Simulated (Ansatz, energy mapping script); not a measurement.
# Spin model of YNiO2 in the infinite layer structure from collinear orders, part 2 of 2

Wanted: the magnetic order of YNiO2 in the infinite layer structure, its couplings and an estimate of its ordering temperature, by PBEsol.

PBEsol; plane waves, collinear spin, no spin–orbit coupling.

So far. Step 2 (Order 1: parallel, cell A of 8 atoms): The run ends weakly magnetic, not as typed: a moment turned or collapsed in the SCF or in the program's search for a lower state. Step 3 (Order 2: parallel, cell B of 8 atoms): The run ends antiferromagnetic, not as typed: a moment turned or collapsed in the SCF or in the program's search for a lower state.

## (4) Run 3 (parallel; cell C, 8 atoms)

The parallel order again, as the reference for this cell.

This run holds the same structure in another cell (a 3.103 → 5.009 Å, b 5.561 → 5.009 Å, c 5.561 → 5.009 Å, α 90.0 → 103.4°, β 90.0 → 112.6°, γ 90.0 → 112.6°).

Input file input.yaml:

```yaml
crystal:
  lattice:
    - [3.932394766, 0.0, 3.103120039]
    - [0.0, -3.932394766, -3.103120039]
    - [0.0, 3.932394766, -3.103120039]
  atoms:
    - { symbol: "Y", position: [0.5, 0.25, 0.75] }
    - { symbol: "Y", position: [0.5, 0.75, 0.25] }
    - { symbol: Ni, position: [0.0, 0.5, 0.5], spin: 2.0 }
    - { symbol: Ni, position: [0.0, 0.0, 0.0], spin: 2.0 }
    - { symbol: O, position: [0.5, 0.75, 0.75] }
    - { symbol: O, position: [0.5, 0.25, 0.25] }
    - { symbol: O, position: [0.0, 0.25, 0.75] }
    - { symbol: O, position: [0.0, 0.75, 0.25] }
magnetization:
  spin_polarized: true
kpoints:
  mp_grid: { grid: [9, 9, 9] }
hamiltonian:
  xc: pbesol
scf:
  occupations: { method: fermi_dirac, width: 0.05 }
output:
  eigenvalues: true
```

Launch:

```console
> ansatz run input.yaml --threads 4 --pin off --max-ram 8192MiB --backend cpu --events-out ev --progress --plain --runs-dir out
```

Numbers of over 12 decimals in the logs are rounded to 6 here.

Output:

```text
[...]
Crystal: 8 atoms, lattice volume = 95.972 Å³
Basis set: ecut = 420 eV, 1907 PW (Γ)
Bands: 52, of which v1, the nominal top of the filled ones, is band 41 counted from 1 (40 counted from 0)
Symmetry: 32 space group operations
[...]
k-points: 75 of 729
[...]
Starting moments: Σ|m| = 4 μB on 2 of 8 sites
[...]
k-point 0 ↑: bands = [... 37 lower, 12.6757, 13.1231, 13.1391, 13.1391, 13.2547, 13.4821, 15.0852, 15.9591, ... 7 higher]
  k-point 1 ↑: bands = [... 37 lower, 12.7767, 13.1109, 13.1676, 13.2213, 13.3641, 13.7635, 15.2947, 15.8433, ... 7 higher]
  k-point 2 ↑: bands = [... 37 lower, 13.0315, 13.0545, 13.1121, 13.1417, 13.8129, 14.4700, 15.5883, 15.8163, ... 7 higher]
  k-point 74 ↓: bands = [... 37 lower, 12.8516, 13.0200, 13.2742, 13.2742, 15.6347, 15.9444, 16.7762, 17.1380, ... 7 higher]
[key lines of the parts left out:]
SCF converged after 2 iterations
Magnetization: 0.0000 μB (41.0000 up, 41.0000 down)
Free energy (F): -21450.579240 eV
Fermi energy:    13.661096 eV
```

The job ended after 2.1 min (4 threads of Arm Neoverse V2, shared host; peak memory 2.2 GiB; 8 min of CPU time).

The run ends antiferromagnetic, not as typed: a moment turned or collapsed in the SCF or in the program's search for a lower state.

## (5) Parallel start in cell D (8 atoms)

The parallel order again, as the reference for this cell.

This run holds the same structure in another cell (a 5.009 → 3.103 Å, b 5.009 → 3.932 Å, c 5.009 → 7.865 Å, α 103.4 → 90.0°, β 112.6 → 90.0°, γ 112.6 → 90.0°).

input.yaml, the sections that differ from step 4:

```yaml
crystal:
  lattice:
    - [0.0, 0.0, 3.103120039]
    - [3.932394766, 0.0, 0.0]
    - [0.0, 7.864789532, 0.0]
  atoms:
    - { symbol: "Y", position: [0.5, 0.5, 0.25] }
    - { symbol: "Y", position: [0.5, 0.5, 0.75] }
    - { symbol: Ni, position: [0.0, 0.0, 0.0], spin: 2.0 }
    - { symbol: Ni, position: [0.0, 0.0, 0.5], spin: 2.0 }
    - { symbol: O, position: [0.0, 0.5, 0.0] }
    - { symbol: O, position: [0.0, 0.5, 0.5] }
    - { symbol: O, position: [0.0, 0.0, 0.25] }
    - { symbol: O, position: [0.0, 0.0, 0.75] }
kpoints:
  mp_grid: { grid: [12, 9, 5] }
# magnetization, hamiltonian, scf, output: as in step 4
```

Output:

```text
[...]
Crystal: 8 atoms, lattice volume = 95.972 Å³
Basis set: ecut = 420 eV, 1877 PW (Γ)
Bands: 52, of which v1, the nominal top of the filled ones, is band 41 counted from 1 (40 counted from 0)
Symmetry: 16 space group operations
[...]
k-points: 105 of 540
[...]
Starting moments: Σ|m| = 4 μB on 2 of 8 sites
[...]
k-point 0 ↑: bands = [... 37 lower, 12.4149, 12.5677, 12.8438, 13.2080, 13.2687, 13.2702, 14.1788, 15.0434, ... 7 higher]
  k-point 1 ↑: bands = [... 37 lower, 12.4659, 12.7183, 12.7535, 13.1952, 13.2374, 13.3132, 14.0914, 15.2894, ... 7 higher]
  k-point 2 ↑: bands = [... 37 lower, 12.4996, 12.7173, 12.9683, 12.9912, 13.1428, 13.5601, 13.8557, 15.8831, ... 7 higher]
  k-point 104 ↓: bands = [... 37 lower, 13.1014, 13.3407, 13.4323, 14.0547, 14.6853, 14.7567, 15.2310, 16.6630, ... 7 higher]
[key lines of the parts left out:]
SCF converged after 16 iterations
Magnetization: 0.3012 μB (41.1506 up, 40.8494 down)
Free energy (F): -21450.493752 eV
Fermi energy:    13.826277 eV
```

Wall time 44 s (4 threads); peak memory 0.94 GiB.

The run ends weakly magnetic, not as typed: a moment turned or collapsed in the SCF or in the program's search for a lower state.

## (6) Run 5 (parallel; cell E, 8 atoms)

A new cell needs its own zero of energy.

This run holds the same structure in another cell (a 3.103 → 3.932 Å, c 7.865 → 6.206 Å).

input.yaml, the sections that differ from step 5:

```yaml
crystal:
  lattice:
    - [3.932394766, 0.0, 0.0]
    - [0.0, 3.932394766, 0.0]
    - [0.0, 0.0, 6.206240078]
  atoms:
    - { symbol: "Y", position: [0.5, 0.5, 0.25] }
    - { symbol: "Y", position: [0.5, 0.5, 0.75] }
    - { symbol: Ni, position: [0.0, 0.0, 0.0], spin: 2.0 }
    - { symbol: Ni, position: [0.0, 0.0, 0.5], spin: 2.0 }
    - { symbol: O, position: [0.5, 0.0, 0.0] }
    - { symbol: O, position: [0.5, 0.0, 0.5] }
    - { symbol: O, position: [0.0, 0.5, 0.0] }
    - { symbol: O, position: [0.0, 0.5, 0.5] }
kpoints:
  mp_grid: { grid: [9, 9, 6] }
# magnetization, hamiltonian, scf, output: as in step 5
```

Output:

```text
[...]
Crystal: 8 atoms, lattice volume = 95.972 Å³
Basis set: ecut = 420 eV, 1877 PW (Γ)
Bands: 52, of which v1, the nominal top of the filled ones, is band 41 counted from 1 (40 counted from 0)
Symmetry: 32 space group operations
[...]
k-points: 60 of 486
[...]
Starting moments: Σ|m| = 4 μB on 2 of 8 sites
[...]
k-point 0 ↑: bands = [... 37 lower, 12.4116, 12.4116, 12.4956, 12.9887, 13.0321, 13.2332, 15.0660, 16.4760, ... 7 higher]
  k-point 1 ↑: bands = [... 37 lower, 12.3862, 12.3862, 12.4977, 12.9481, 12.9903, 13.4473, 15.2116, 16.5842, ... 7 higher]
  k-point 2 ↑: bands = [... 37 lower, 12.3168, 12.3168, 12.5008, 12.6860, 12.9928, 14.0756, 15.6478, 15.8526, ... 7 higher]
  k-point 59 ↓: bands = [... 37 lower, 13.0854, 13.1879, 13.2019, 15.4803, 15.6196, 15.6779, 15.8470, 16.9256, ... 7 higher]
[key lines of the parts left out:]
SCF converged after 2 iterations
Magnetization: -0.0000 μB (41.0000 up, 41.0000 down)
Free energy (F): -21450.495153 eV
Fermi energy:    13.830339 eV
```

Wall time 100 s (4 threads); peak memory 1.8 GiB; 6.5 min of CPU time.

The run ends antiferromagnetic, not as typed: a moment turned or collapsed in the SCF or in the program's search for a lower state.

## (7) The fit

Each energy difference is a sum of couplings weighted by the pairs that the order reverses. A few near shells are fitted to the differences by least squares. Energies are those extrapolated to zero occupation width, not the free energies F.

Energies from the parallel order of the same cell:

```
                                              order  atoms  energy (meV a magnetic atom)  moments (μB)  moments kept as typed
  parallel in cell A (typed; ended weakly magnetic)      8                             -          0.14                     no
parallel in cell B (typed; ended antiferromagnetic)      8                             -          0.65                     no
parallel in cell C (typed; ended antiferromagnetic)      8                             -          0.62                     no
  parallel in cell D (typed; ended weakly magnetic)      8                             -          0.14                     no
parallel in cell E (typed; ended antiferromagnetic)      8                             -          0.20                     no
```

No pair of orders in one cell converged with its signs kept, so no coupling can be fitted.

## (8) Outcome

| Property | Result |
| --- | --- |
| couplings | not obtained |

In words: Only parallel starts were run, since none kept its moments as typed; they end weakly magnetic and antiferromagnetic.

[Logs and program files are shortened in this print: banners, set-up blocks, solver, clock and traceback lines can be left out without a mark of their own.]

[Logs are printed without paths, hosts, clocks, repeated set-up lines and the standing remarks that a program may print on its own settings, such as how far it seeks lower states.]

[Hosts, paths, dates, database ids (printed as entryN), source tags and the programs' standing remarks are cut or masked in the printed files.]

[Where a cell is said to come from a database of computed structures, the database is the Materials Project.]
